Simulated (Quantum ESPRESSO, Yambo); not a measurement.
# BaTiO3 (P4mm): G0W0 with Yambo, start to end, part 2 of 3

Aim: the G0W0 gap of BaTiO3 (P4mm) on PBE with spin-orbit coupling, step by step.

Quantum ESPRESSO 7.5 and Yambo 5.3.0; PBE and many-body steps on it, plane waves. Known limits of the many-body steps: not at the basis limit; coarse k mesh.

So far. Step 2 (Ground state): The gap is indirect, with the least direct gap 0.23 eV higher. Step 3 (Bands along the symmetry lines): The gap is 1.825 eV, as in the run before at this level.

The database entry behind the starting cell differs from later determinations by our own check (c/a about 0.6 % short), so it need not match the best structure at ambient conditions.

### 4. Empty states on the mesh, 4×4×4 mesh, 100 bands

Level of this step: DFT, PBE with spin-orbit coupling, plane waves, norm-conserving pseudopotentials (Quantum ESPRESSO).

The sums over transitions need many empty states on a uniform mesh; this step solves for them.

The input, pw.in:

```
&control
  calculation = 'nscf'
  prefix = 'x'
  outdir = 'o'
  pseudo_dir = 'pseudo'
/
&system
  ibrav = 0
  nat = 5
  ntyp = 3
  ecutwfc = 76.0
  nbnd = 100
  force_symmorphic = .true.
  noncolin = .true.
  lspinorb = .true.
/
&electrons
  conv_thr = 1e-9
  electron_maxstep = 80
  diago_full_acc = .true.
  diago_thr_init = 5e-6
/
ATOMIC_SPECIES
  Ba 137.33 Ba.upf
  Ti 47.867 Ti.upf
  O 15.999 O.upf
CELL_PARAMETERS angstrom
  3.9998000000 0.0000000000 0.0000000000
  0.0000000000 3.9998000000 0.0000000000
  0.0000000000 0.0000000000 4.0180000000
ATOMIC_POSITIONS crystal
  Ba 0.0000000000 0.0000000000 0.0000000000
  Ti 0.5000000000 0.5000000000 0.4900000000
  O 0.5000000000 0.5000000000 0.0190000000
  O 0.5000000000 0.0000000000 0.5170000000
  O 0.0000000000 0.5000000000 0.5170000000
K_POINTS automatic
  4 4 4 0 0 0
```

Started as:

```sh
OMP_NUM_THREADS=1 mpirun -n 4 pw.x -nk 4 -in pw.in > pw.out
```

Output:

```text
[banner, memory and clock lines left out]
Program PWSCF v.7.5 starts

     Atomic positions and unit cell read from directory:
     o/x.save/

     Message from routine setup:
     using ibrav=0 with symmetry is DISCOURAGED, use correct ibrav instead

     G-vector sticks info

     bravais-lattice index     =            0
     lattice parameter (alat)  =       7.5585  a.u.
     unit-cell volume          =     433.7935 (a.u.)^3
     number of atoms/cell      =            5
     number of atomic types    =            3
     number of electrons       =        40.00
     number of Kohn-Sham states=          100
     kinetic-energy cutoff     =      76.0000  Ry
     charge density cutoff     =     304.0000  Ry
     Exchange-correlation= PBE
                           (   1   4   3   4   0   0   0)
     Non magnetic calculation with spin-orbit

     celldm(1)=   7.558527  celldm(2)=   0.000000  celldm(3)=   0.000000
     celldm(4)=   0.000000  celldm(5)=   0.000000  celldm(6)=   0.000000

     crystal axes: (cart. coord. in units of alat)
               a(1) = (   1.000000   0.000000   0.000000 )
               a(2) = (   0.000000   1.000000   0.000000 )
               a(3) = (   0.000000   0.000000   1.004550 )

     reciprocal axes: (cart. coord. in units 2 pi/alat)
               b(1) = (  1.000000  0.000000  0.000000 )
               b(2) = (  0.000000  1.000000  0.000000 )
               b(3) = (  0.000000  0.000000  0.995470 )
     Pseudo is Norm-conserving + core correction, Zval = 10.0
     Generated using ONCVPSP code by D. R. Hamann
     Using radial grid of 1958 points, 10 beta functions with:
     Pseudo is Norm-conserving + core correction, Zval = 12.0
     Generated using ONCVPSP code by D. R. Hamann
     Using radial grid of 1586 points, 10 beta functions with:
     Pseudo is Norm-conserving + core correction, Zval =  6.0
     Generated using ONCVPSP code by D. R. Hamann
     Using radial grid of  936 points,  8 beta functions with:
     Ba               10.00   137.33000     Ba( 1.00)
     Ti               12.00    47.86700     Ti( 1.00)
     O                 6.00    15.99900     O ( 1.00)

      8 Sym. Ops. (no inversion) found

   Cartesian axes

     site n.     atom                  positions (alat units)
         1        Ba     tau(   1) = (   0.0000000   0.0000000   0.0000000  )
         2        Ti     tau(   2) = (   0.5000000   0.5000000   0.4922296  )
         3        O      tau(   3) = (   0.5000000   0.5000000   0.0190865  )
         4        O      tau(   4) = (   0.5000000   0.0000000   0.5193525  )
         5        O      tau(   5) = (   0.0000000   0.5000000   0.5193525  )

     number of k points=    18
                       cart. coord. in units 2pi/alat
        k(    1) = (   0.0000000   0.0000000   0.0000000), wk =   0.0156250
        k(    2) = (   0.0000000   0.0000000   0.2488676), wk =   0.0312500
        k(    3) = (   0.0000000   0.0000000  -0.4977352), wk =   0.0156250
[...]
[... 6 further rows ...]
        k(   17) = (  -0.5000000  -0.5000000   0.2488676), wk =   0.0312500
        k(   18) = (  -0.5000000  -0.5000000  -0.4977352), wk =   0.0156250

     Dense  grid:    38811 G-vectors     FFT dimensions: (  45,  45,  45)

     The potential is recalculated from file :
     o/x.save/charge-density

     Starting wfcs are   54 randomized atomic wfcs +   46 random wfcs

     Band Structure Calculation

     End of band structure calculation

          k = 0.0000 0.0000 0.0000 (  4929 PWs)   bands (ev):

   -46.1328 -46.1328 -22.8180 -22.8180 -22.1707 -22.1707 -22.1507 -22.1507
   -14.3645 -14.3645  -6.4464  -6.4464  -5.8003  -5.8003  -5.7427  -5.7427
    -0.8996  -0.8996   1.0156   1.0156   1.0165   1.0165   7.9362   7.9362
[...]
39.3569  39.3569  39.3794  39.3794

          k = 0.0000 0.0000 0.2489 (  4857 PWs)   bands (ev):

[...]
37.9601  37.9601  39.1742  39.1742

          k = 0.0000 0.0000-0.4977 (  4878 PWs)   bands (ev):

[...]
30.8223  30.8223  30.8240  30.8240  32.4209  32.4209  33.9994  33.9994
    35.1362  35.1362  35.1547  35.1547  36.1741  36.1741  36.5354  36.5354
    37.8532  37.8532  39.2775  39.2775

          k = 0.0000 0.2500 0.0000 (  4831 PWs)   bands (ev):

     [... further k-points ...]

     highest occupied, lowest unoccupied level (ev):    10.4002   12.2248

     XML data file, pseudopotentials, collected wavefunctions
```

Wall time 40 s (4 MPI ranks of Arm Neoverse V1, shared host); peak memory 0.6 GiB; 2.7 min of CPU time.

Numbers from this step:

| Item | Value |
| --- | --- |
| gap | 1.825 eV |
| k of the valence top | -0.5, -0.5, -0.5 |
| k of the conduction bottom | 0, 0, 0 |
| least direct gap | 2.058 eV |
| k points computed | 18 |
| lowest point of the top converged band, above the valence top | 27.06 eV |

On this mesh the gap is 1.825 eV.

### 5. Conversion and set-up

This step: Yambo 5.3.0; conversion and set-up on PBE with spin-orbit coupling, plane waves, norm-conserving pseudopotentials.

The states are converted to the many-body program's format and the q mesh is built.

Started as:

```sh
(cd o/x.save; p2y > p2y.log; mv SAVE ../..); yambo > setup.log
```

Output:

```text
 Yambo, version 5.3.0

 [02] CORE Variables Setup
 =========================

  [02.01] Unit cells
  ==================

  Cell kind             :  Unknown
  Atoms in the cell     :  Ba  Ti  O
  number of Ba atoms    :  1
  number of Ti atoms    :  1
  number of O  atoms    :  3

  List of atomic masses
  Mass of Ba    :  137.3300
  Mass of Ti    :  47.86700
  Mass of O     :  15.99900

  List of atomic coordinates    : [cc]
  Ba1       :  0.000000  0.000000  0.000000  order 1
  Ti1       :  3.779263  3.779263  3.720531  order 2
  O1       :  3.779263  3.779263  0.144265  order 3
  O2       :  3.779263  0.000000  3.925539  order 4
  O3       :  0.000000  3.779263  3.925539  order 5

  Alat factors          :  7.558527  7.558527  7.592920 [a.u.]
  Direct lattice volume :  433.7935 [a.u.]
  Direct lattice vectors:  A[ 1 ]  A[ 2 ]  A[ 3 ]
   A[ 1 ]:  1.000000  0.000000  0.000000  [iru]
   7.558527  0.000000  0.000000  [cc]
   A[ 2 ]:  0.000000  1.000000  0.000000  [iru]
   0.000000  7.558527  0.000000  [cc]
   A[ 3 ]:  0.000000  0.000000  1.000000  [iru]
   0.000000  0.000000  7.592920  [cc]

  Recip. lattice volume :  0.571816 [a.u.]
  Recip. lattice vectors:  B[ 1 ]  B[ 2 ]  B[ 3 ]
   B[ 1 ]:  1.000000  0.000000  0.000000  [iku]
   0.831271  0.000000  0.000000  [cc]
   B[ 2 ]:  0.000000  1.000000  0.000000  [iku]
   0.000000  0.831271  0.000000  [cc]
   B[ 3 ]:  0.000000  0.000000  1.000000  [iku]
   0.000000  0.000000  0.827506  [cc]

  [02.02] Symmetries
  ==================

  Inversion symmetry    : yes
  Spatial inversion     : no
  Inversion index       :   9
  K-space Time-reversal : yes
  Magnetic symmetries   : no
  Time-reversal derived K-space symmetries:   9  16
  Group table correct   : yes
  Symmetries units      :  [cc]

   [S  1]:  1.000000  0.000000  0.000000  0.000000  1.000000  0.000000  0.000000  0.000000  1.000000
   [S  2]: -1.000000  0.000000  0.000000  0.000000 -1.000000  0.000000  0.000000  0.000000  1.000000
   [S  3]:  0.000000 -1.000000  0.000000  1.000000  0.000000  0.000000  0.000000  0.000000  1.000000
[...]
[S  7]:  0.000000 -1.000000  0.000000 -1.000000  0.000000  0.000000  0.000000  0.000000  1.000000
   [S  8]:  0.000000  1.000000  0.000000  1.000000  0.000000  0.000000  0.000000  0.000000  1.000000
   [S* 9]: -1.000000 -0.000000 -0.000000 -0.000000 -1.000000 -0.000000 -0.000000 -0.000000 -1.000000
   [S*10]:  1.000000 -0.000000 -0.000000 -0.000000  1.000000 -0.000000 -0.000000 -0.000000 -1.000000
     [... 4 further rows ...]
   [S*15]: -0.000000  1.000000 -0.000000  1.000000 -0.000000 -0.000000 -0.000000 -0.000000 -1.000000
   [S*16]: -0.000000 -1.000000 -0.000000 -1.000000 -0.000000 -0.000000 -0.000000 -0.000000 -1.000000

  [02.03] Reciprocal space
  ========================

  nG shells         :  2386
  nG charge         :   38811
  nG WFs            :   5983
  nC WFs            :   4929
[...]
K [14]         [rlu]:  0.250000 -0.500000  0.250000
         WF components:   4848
  [... 3 further k-points ...]
  K [18]         [rlu]: -0.500000 -0.500000 -0.500000
         WF components:   4800

  [02.05] Energies & Occupations
  ==============================

  [X] === General ===
  [X] Electronic Temperature                        :  0.000000  0.000000 [eV K]
  [X] Bosonic    Temperature                        :  0.000000  0.000000 [eV K]
  [X] Finite Temperature mode                       : no
  [X] El. density                                   :  0.62226E+24 [cm-3]
  [X] Fermi Level                                   :  10.40023 [eV]

  [X] === Gaps and Widths ===
  [X] Conduction Band Min                           :  1.824610 [eV]
  [X] Valence Band Max                              :  0.000000 [eV]
  [X] Filled Bands                                  :   40
  [X] Empty Bands                                   :   41  100
  [X] Direct Gap                                    :  2.058211 [eV]
  [X] Direct Gap localized at k                     :  1
  [X] Indirect Gap                                  :  1.824610 [eV]
  [X] Indirect Gap between kpts                     :  18   1
  [X] Last valence band width                       :  0.829016 [eV]
  [X] 1st conduction band width                     :  2.382887 [eV]

  E @ K [ 1]:  [eV]
  -56.53299 -56.53299 -33.21822 -33.21822 -32.57098 -32.57098 -32.55089 -32.55089
[...]
occ @ K [ 1]
[...]
E @ K [ 2]:  [eV]
[...]
occ @ K [ 2]
[...]
E @ K [ 3]:  [eV]
[...]
occ @ K [ 3]
[...]
E @ K [ 8]:  [eV]
[...]
occ @ K [ 8]
[...]
E @ K [ 9]:  [eV]
[...]
occ @ K [ 9]
[...]
E @ K [10]:  [eV]
[...]
occ @ K [10]
[...]
E @ K [11]:  [eV]
[...]
occ @ K [11]
[...]
E @ K [12]:  [eV]
[...]
occ @ K [12]
[...]
E @ K [13]:  [eV]
[...]
occ @ K [13]
[...]
E @ K [14]:  [eV]
[...]
occ @ K [14]
[...]
[... 3 further k-points ...]
  E @ K [18]:  [eV]
[...]
occ @ K [18]
[...]
0.000000  0.000000  0.000000  0.000000  0.000000  0.000000  0.000000  0.000000
   0.000000  0.000000  0.000000  0.000000  0.000000  0.000000  0.000000  0.000000

 [03] Transferred momenta grid and indexing
 ==========================================

 IBZ Q-points                                      :  18
 BZ  Q-points                                      :   64

 K/Q-points units:
 rlu = crystal or reduced units; cc = cartesian coordinates; iku = interal k-units

 Q [ 1]         [rlu]:  0.000000  0.000000  0.000000
 Q [ 2]         [rlu]:  0.000000  0.000000  0.250000
 Q [ 3]         [rlu]:  0.000000  0.000000 -0.500000
[...]
Q [ 8]         [rlu]:  0.000000 -0.500000  0.250000
 Q [ 9]         [rlu]:  0.000000 -0.500000 -0.500000
 Q [10]         [rlu]:  0.250000  0.250000  0.000000
     [... 6 further rows ...]
 Q [17]         [rlu]: -0.500000 -0.500000  0.250000
 Q [18]         [rlu]: -0.500000 -0.500000 -0.500000

  [03.01] X indexes
  =================

   [03.01.01] Sigma indexes
   ========================

 [06] Game Over & Game summary
```

Elapsed: 4.5 s, on 1 MPI rank; peak memory 0.25 GiB.

(Continued in part 3 of 3.)

[Paths, hosts, dates, memory and timing lines, banners, echoed tables and standing remarks are left out of the program output.]

[Logs are printed without paths, hosts, clocks, repeated set-up lines and the standing remarks that a program may print on its own settings, such as how far it seeks lower states.]

[Runs of the session that timed out or met a known fault of the program may be left out.]

[Hosts, paths, dates, database ids (printed as entryN), source tags and the programs' standing remarks are cut or masked in the printed files.]
